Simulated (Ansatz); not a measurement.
## WS2 (Tungstenite): the gap up the ladder of methods

What gap does each level of theory give for WS2 (Tungstenite), and in what time?

Main program and level: Ansatz 0.2.0; density functionals, hybrids and G0W0, plane waves, PAW.

Report form: the programs' logs are mostly left out.

The database entry behind the starting cell differs from later determinations by our own check (an axis about 1.4 % long against later determinations), so it need not match the best structure at ambient conditions.

In doubt: masses and optical values from hybrid runs of this build are listed as unsure (step 10), which bears on the screening that GW takes from such a start.

**1. The structure**

It takes space group P6_3/mmc (No. 194, hexagonal). The conventional cell has a = 3.180 Å, b = 3.180 Å, c = 12.500 Å, α = 90.00°, β = 90.00°, γ = 120.00°. Nearest to W lie 6 S at 2.41 Å. Nearest to S lie 3 W at 2.41 Å. Farther neighbours and most contacts between anions are not listed.

The cell and positions come from the Crystallography Open Database and are kept as given unless a step says otherwise. Spin-orbit coupling is left out unless a step names it. The default PAW set here is soft_2. Its files were made with PBE.

**2. LDA on the 12×12×2 mesh**

This step: DFT, LDA, plane waves, PAW.

input.yaml

```yaml
crystal:
  lattice:
    - [3.18, 0.0, 0.0]
    - [-1.59, 2.753960784, 0.0]
    - [0.0, 0.0, 12.5]
  atoms:
    - { symbol: W, position: [0.3333333333, 0.6666666667, 0.25] }
    - { symbol: W, position: [0.6666666667, 0.3333333333, 0.75] }
    - { symbol: S, position: [0.3333333333, 0.6666666667, 0.625] }
    - { symbol: S, position: [0.6666666667, 0.3333333333, 0.125] }
    - { symbol: S, position: [0.3333333333, 0.6666666667, 0.875] }
    - { symbol: S, position: [0.6666666667, 0.3333333333, 0.375] }
kpoints:
  mp_grid: { grid: [12, 12, 2] }
  band_path:
    path:
      - [0.0, 0.0, 0.0]
      - [0.5, 0.0, 0.0]
      - [0.3333333333, 0.3333333333, 0.0]
      - [0.0, 0.0, 0.5]
      - [0.5, 0.0, 0.5]
      - [0.3333333333, 0.3333333333, 0.5]
      - [0.1666666667, 0.1666666667, 0.0]
    npoints: 1
hamiltonian:
  xc: lda
scf:
  occupations: { method: fixed }
  n_extra_bands: 6
output:
  forces: true
  stress: true
  eigenvalues: true
```

The run is started by

```bash
> ansatz run input.yaml --threads 3 --pin off --max-ram 64512MiB --backend cuda --events-out ev --progress --plain --runs-dir out --devices 1 --max-vram 24GiB  # rebuilt from the run's record
```

Wall time 4.3 s (1 × NVIDIA H100 80GB HBM3 (shared by 3 runs) with 3 threads of AMD EPYC 7R13 (Zen 3), shared host); peak memory 0.97 GiB; 3 s of CPU time.

Numbers from this step:

```
pressure             : -5.624 GPa
gap                  : 0.9696 eV
valence top at       : Γ
conduction bottom at : k = (0.167, 0.167, 0.000)
least direct gap     : 1.716 eV
```

Over mesh and listed points the gap is 0.970 eV, from k = Γ to k = (0.167, 0.167, 0.000). The least direct gap found is 1.716 eV, at k = (0.333, 0.333, 0.000). The pressure in this cell is -6 GPa; the cell is kept.

**3. PBE on the 12×12×2 mesh**

Levels along a band path and on the mesh show where this functional puts the band edges.

This step: DFT, PBE, plane waves, PAW.

Changes to input.yaml since step 2:

```diff
@@ -16,14 +16,10 @@
     path:
-      - [0.0, 0.0, 0.0]
-      - [0.5, 0.0, 0.0]
-      - [0.3333333333, 0.3333333333, 0.0]
-      - [0.0, 0.0, 0.5]
-      - [0.5, 0.0, 0.5]
-      - [0.3333333333, 0.3333333333, 0.5]
-      - [0.1666666667, 0.1666666667, 0.0]
-    npoints: 1
+      - [[0.0, 0.0, 0.0], [0.5000000000023, -3.133194478323e-12, 0.0], [0.3333333333349, 0.3333333333286, 0.0], [0.0, 0.0, 0.0], [0.0, 0.0, 0.5], [0.5000000000023, -3.133194478323e-12, 0.5], [0.3333333333349, 0.3333333333286, 0.5], [0.0, 0.0, 0.5]]
+      - [[0.5000000000023, -3.133194478323e-12, 0.5], [0.5000000000023, -3.133194478323e-12, 0.0]]
+      - [[0.3333333333349, 0.3333333333286, 0.5], [0.3333333333349, 0.3333333333286, 0.0]]
+    npoints: 10
 hamiltonian:
-  xc: lda
+  xc: pbe
 scf:
-  occupations: { method: fixed }
+  occupations: { method: fermi_dirac, width: 0.02 }
   n_extra_bands: 6
@@ -33 +29,5 @@
   eigenvalues: true
+  write_density: true
+  write_potential: true
+  elf: true
+  volumetric_format: npy
```

It took 4.4 s on 1 × NVIDIA H100 80GB HBM3 (shared by 3 runs) with 3 threads; peak memory 1 GiB; 5.9 s of CPU time.

This step gave:

```yaml
pressure: 2.278 GPa
filled_bands: 26
gap: 1.046 eV
valence_top_at: Γ
conduction_bottom_at: k = (0.167, 0.167, 0.000)
least_direct_gap: 1.739 eV
```

Over mesh and path the gap is 1.046 eV, from k = Γ to k = (0.167, 0.167, 0.000). The least direct gap found is 1.739 eV, at k = (0.333, 0.333, 0.000). PBE against LDA: 1.046 − 0.970 = +0.076 eV, with the same mesh, files and cutoff, and both edges at the same k points.

**4. PBE+SOC on the 12×12×2 mesh**

This run has two-component orbitals with spin-orbit coupling.

This step: DFT, PBE with spin-orbit coupling, plane waves, PAW.

input.yaml, the sections that differ from step 3:

```yaml
kpoints:
  mp_grid: { grid: [12, 12, 2] }
  band_path:
    path:
      - [0.0, 0.0, 0.0]
      - [0.5, 0.0, 0.0]
      - [0.3333333333, 0.3333333333, 0.0]
      - [0.0, 0.0, 0.5]
      - [0.5, 0.0, 0.5]
      - [0.3333333333, 0.3333333333, 0.5]
      - [0.1666666667, 0.1666666667, 0.0]
    npoints: 1
scf:
  occupations: { method: fermi_dirac, width: 0.02 }
  n_extra_bands: 12
magnetization:
  noncollinear: true
  spin_orbit: true
output:
  forces: true
  stress: true
  eigenvalues: true
# crystal, hamiltonian: as in step 3
```

Run time: 5.5 s. Hardware: 1 × NVIDIA H100 80GB HBM3 (shared by 3 runs) with 3 threads; peak memory 1 GiB; 8.4 s of CPU time.

This step gave:

| Property | Result |
| --- | --- |
| pressure | 2.219 GPa |
| gap | 0.9964 eV |
| valence top at | Γ |
| conduction bottom at | k = (0.167, 0.167, 0.000) |
| least direct gap | 1.545 eV |

Over mesh and listed points the gap is 0.996 eV, from k = Γ to k = (0.167, 0.167, 0.000). The least direct gap found is 1.545 eV, at k = (0.333, 0.333, 0.000). PBE+SOC against PBE: 0.996 − 1.046 = −0.050 eV, with the same mesh, set of files (read in its fully relativistic form for the spin-orbit run) and cutoff, and both edges at the same k points. The spin-orbit run sees mesh and listed points alone, so its gap is an upper bound: the coupling can move an edge off these points, and the change over the zone, its sign included where it is small, is not known.

**5. r2SCAN on the 12×12×2 mesh**

r2SCAN is a meta-GGA: it depends on the kinetic-energy density as well as on the density and its gradient.

This step: DFT, r2SCAN, plane waves, PAW.

Changes to input.yaml since step 4:

```diff
@@ -25,9 +25,6 @@
 hamiltonian:
-  xc: pbe
+  xc: r2scan
 scf:
-  occupations: { method: fermi_dirac, width: 0.02 }
-  n_extra_bands: 12
-magnetization:
-  noncollinear: true
-  spin_orbit: true
+  occupations: { method: fixed }
+  n_extra_bands: 6
 output:
```

The job ended after 13 s (1 × NVIDIA H100 80GB HBM3 (shared by 3 runs) with 3 threads; peak memory 1.1 GiB).

This step gave:

```
pressure             : 0.2331 GPa
gap                  : 1.154 eV
valence top at       : Γ
conduction bottom at : k = (0.167, 0.167, 0.000)
least direct gap     : 1.862 eV
```

Over mesh and listed points the gap is 1.154 eV, from k = Γ to k = (0.167, 0.167, 0.000). The least direct gap found is 1.862 eV, at k = (0.333, 0.333, 0.000). r2SCAN against PBE: 1.154 − 1.046 = +0.108 eV. The runs also differ in plane-wave cutoff (420 eV and 500 eV), so how much of this comes from the functional alone is not known.

**6. HSE06 on the 6×6×2 mesh**

HSE06 mixes in a quarter of exact exchange at short range.

This step: DFT, HSE06, plane waves, PAW.

Changes to input.yaml since step 5:

```diff
@@ -13,3 +13,3 @@
 kpoints:
-  mp_grid: { grid: [12, 12, 2] }
+  mp_grid: { grid: [6, 6, 2] }
   band_path:
@@ -25,3 +25,3 @@
 hamiltonian:
-  xc: r2scan
+  xc: hse06
 scf:
```

Elapsed: 56 s, on 1 × NVIDIA H100 80GB HBM3 (shared by 3 runs) with 3 threads; peak memory 2.3 GiB.

This step gave:

```yaml
gap: 1.578 eV
valence_top_at: Γ
conduction_bottom_at: k = (0.167, 0.167, 0.000)
least_direct_gap: 2.218 eV
exact_exchange_fraction: 0.25
```

Over mesh and listed points the gap is 1.578 eV, from k = Γ to k = (0.167, 0.167, 0.000). The least direct gap found is 2.218 eV, at k = (0.333, 0.333, 0.000). HSE06 against PBE: 1.578 − 1.046 = +0.532 eV. The runs also differ in mesh (12×12×2 and 6×6×2), so how much of this comes from the functional alone is not known. The program's warnings for this run: stress exchange threshold loose; stress scf threshold loose.

**7. PBE0 on the 6×6×2 mesh**

PBE0 mixes in a quarter of exact exchange at all distances.

This step: DFT, PBE0, plane waves, PAW.

Changes to input.yaml since step 6:

```diff
@@ -25,3 +25,3 @@
 hamiltonian:
-  xc: hse06
+  xc: pbe0
 scf:
```

It took 21 s on 1 × NVIDIA H100 80GB HBM3 (shared by 3 runs) with 3 threads; peak memory 2.3 GiB.

Numbers from this step:

| Quantity | Value |
| --- | --- |
| gap | 2.236 eV |
| valence top at | Γ |
| conduction bottom at | k = (0.167, 0.167, 0.000) |
| least direct gap | 2.872 eV |
| exact-exchange fraction | 0.25 |

Over mesh and listed points the gap is 2.236 eV, from k = Γ to k = (0.167, 0.167, 0.000). The least direct gap found is 2.872 eV, at k = (0.333, 0.333, 0.000). PBE0 against HSE06: 2.236 − 1.578 = +0.658 eV, with the same mesh, files and cutoff, and both edges at the same k points. The program's warnings for this run: stress exchange threshold loose; stress scf threshold loose.

**8. DDH-PBE0 on the 6×6×2 mesh**

The input asks for a share of exact exchange of one over the crystal's ε∞, which the program works out first.

This step: DFT, dielectric-dependent PBE0 (fraction 1/eps_inf of PBE), plane waves, PAW.

Changes to input.yaml since step 7:

```diff
@@ -12,2 +12,3 @@
     - { symbol: S, position: [0.6666666667, 0.3333333333, 0.375] }
+  host: atoms
 kpoints:
@@ -25,3 +26,6 @@
 hamiltonian:
-  xc: pbe0
+  xc:
+    exchange: pbe
+    correlation: pbe
+    exx: { coeff: inverse_dielectric }
 scf:
@@ -33 +37,5 @@
   eigenvalues: true
+  write_density: true
+  write_potential: true
+  elf: true
+  volumetric_format: npy
```

The job ended after 86 s (1 × NVIDIA H100 80GB HBM3 (shared by 3 runs) with 3 threads; peak memory 2.4 GiB; 2.6 min of CPU time).

Numbers from this step:

* gap: 1.465 eV
* valence top at: Γ
* conduction bottom at: k = (0.167, 0.167, 0.000)
* least direct gap: 2.146 eV
* exact-exchange fraction: 0.09024

Over mesh and listed points the gap is 1.465 eV, from k = Γ to k = (0.167, 0.167, 0.000). The least direct gap found is 2.146 eV, at k = (0.333, 0.333, 0.000). DDH-PBE0 against PBE0: 1.465 − 2.236 = −0.771 eV, with the same mesh, files and cutoff, and both edges at the same k points. The program's warnings for this run: stress exchange threshold loose; stress scf threshold loose.

**9. G0W0@PBE, 6×6×2 mesh, 703 empty bands, screening to 200 eV**

G0W0 replaces the xc potential by a self-energy built once from the orbitals of the start. Levels are corrected in the window of bands that the input names, at points of the mesh.

This step: G0W0 on PBE, plane waves, PAW.

input.yaml

```yaml
crystal:
  lattice:
    - [3.18, 0.0, 0.0]
    - [-1.59, 2.753960784, 0.0]
    - [0.0, 0.0, 12.5]
  atoms:
    - { symbol: W, position: [0.3333333333, 0.6666666667, 0.25] }
    - { symbol: W, position: [0.6666666667, 0.3333333333, 0.75] }
    - { symbol: S, position: [0.3333333333, 0.6666666667, 0.625] }
    - { symbol: S, position: [0.6666666667, 0.3333333333, 0.125] }
    - { symbol: S, position: [0.3333333333, 0.6666666667, 0.875] }
    - { symbol: S, position: [0.6666666667, 0.3333333333, 0.375] }
kpoints:
  mp_grid: { grid: [6, 6, 2] }
hamiltonian:
  xc: pbe
scf:
  occupations: { method: fixed }
gw:
  n_empty_bands: 703
  ecut_chi: 200.0
  qp_bands: [v2, c2]
  qp_kpoints: band_edges
  screening: { model: contour_deformation }
```

Wall time 40 s (1 × NVIDIA H100 80GB HBM3 (shared by 3 runs) with 3 threads); peak memory 2.6 GiB.

This step gave:

| Quantity | Value |
| --- | --- |
| bands summed | 729 |
| RPA ε∞ on this mesh (eigenvalues) | 5.405, 13.95, 13.95 |
| plane waves in the screening matrix | 713 |
| G0W0 gap over the corrected points | 1.460 eV |
| k of the valence top | 0, 0, 0 |
| k of the conduction bottom | 0.1667, 0.1667, 0 |
| starting gap on the mesh | 1.047 eV |
| Z at the valence top | 0.7514 |
| Z at the conduction bottom | 0.7630 |
| least direct G0W0 gap over the corrected points | 2.212 eV |

Over 10 of 14 irreducible mesh points the G0W0 gap is 1.460 eV, from k = Γ to k = (0.167, 0.167, 0.000). The PBE gap of this run on the mesh is 1.047 eV. The two states that bound the G0W0 gap lie that far apart at the start, so the correction of the gap is 1.460 − 1.047 = +0.413 eV.

**10. G0W0@HSE06, 6×6×2 mesh, 703 empty bands, screening to 200 eV**

This step: G0W0 on HSE06, plane waves, PAW.

Changes to input.yaml since step 9:

```diff
@@ -15,3 +15,3 @@
 hamiltonian:
-  xc: pbe
+  xc: hse06
 scf:
```

The job ended after 2.1 min (1 × NVIDIA H100 80GB HBM3 (shared by 3 runs) with 3 threads; peak memory 3.1 GiB; 2.7 min of CPU time).

This step gave:

| Item | Value |
| --- | --- |
| bands summed | 729 |
| RPA ε∞ on this mesh (eigenvalues) | 4.600, 11.12, 11.12 |
| plane waves in the screening matrix | 713 |
| G0W0 gap over the corrected points | 1.669 eV |
| k of the valence top | 0, 0, 0 |
| k of the conduction bottom | 0.1667, 0.1667, 0 |
| starting gap on the mesh | 1.578 eV |
| Z at the valence top | 0.7773 |
| Z at the conduction bottom | 0.7871 |
| least direct G0W0 gap over the corrected points | 2.382 eV |

Over 10 of 14 irreducible mesh points the G0W0 gap is 1.669 eV, from k = Γ to k = (0.167, 0.167, 0.000). The HSE06 gap of this run on the mesh is 1.578 eV. The two states that bound the G0W0 gap lie that far apart at the start, so the correction of the gap is 1.669 − 1.578 = +0.091 eV. G0W0@HSE06 against G0W0@PBE with 729 bands: 1.669 − 1.460 = +0.209 eV, with the same mesh, files and cutoffs, and both edges at the same k points.

(Part 1 of 2 ends here.)

[Paths, hosts, dates, memory and timing lines, banners, echoed tables and standing remarks are left out of the program output.]

[Logs are printed without paths, hosts, clocks, repeated set-up lines and the standing remarks that a program may print on its own settings, such as how far it seeks lower states.]

[Runs of the session that timed out or met a known fault of the program may be left out.]

[Cells called generated may have been cut or substituted from an entry of the Crystallography Open Database or the Materials Project.]

[Hosts, paths, dates, database ids (printed as entryN), source tags and the programs' standing remarks are cut or masked in the printed files.]

[Where an RPA ε∞ is given, it is that of the G0W0 mesh and is not shown converged in it. Names of k-points follow the symmetry that the program found, which can be lower than the space group named. Band edges on a path are those of the sampled points; other points can move an edge, and change direct to indirect where valleys lie close.]

[Hybrid gaps are those of their k-mesh and are not shown converged in it.]
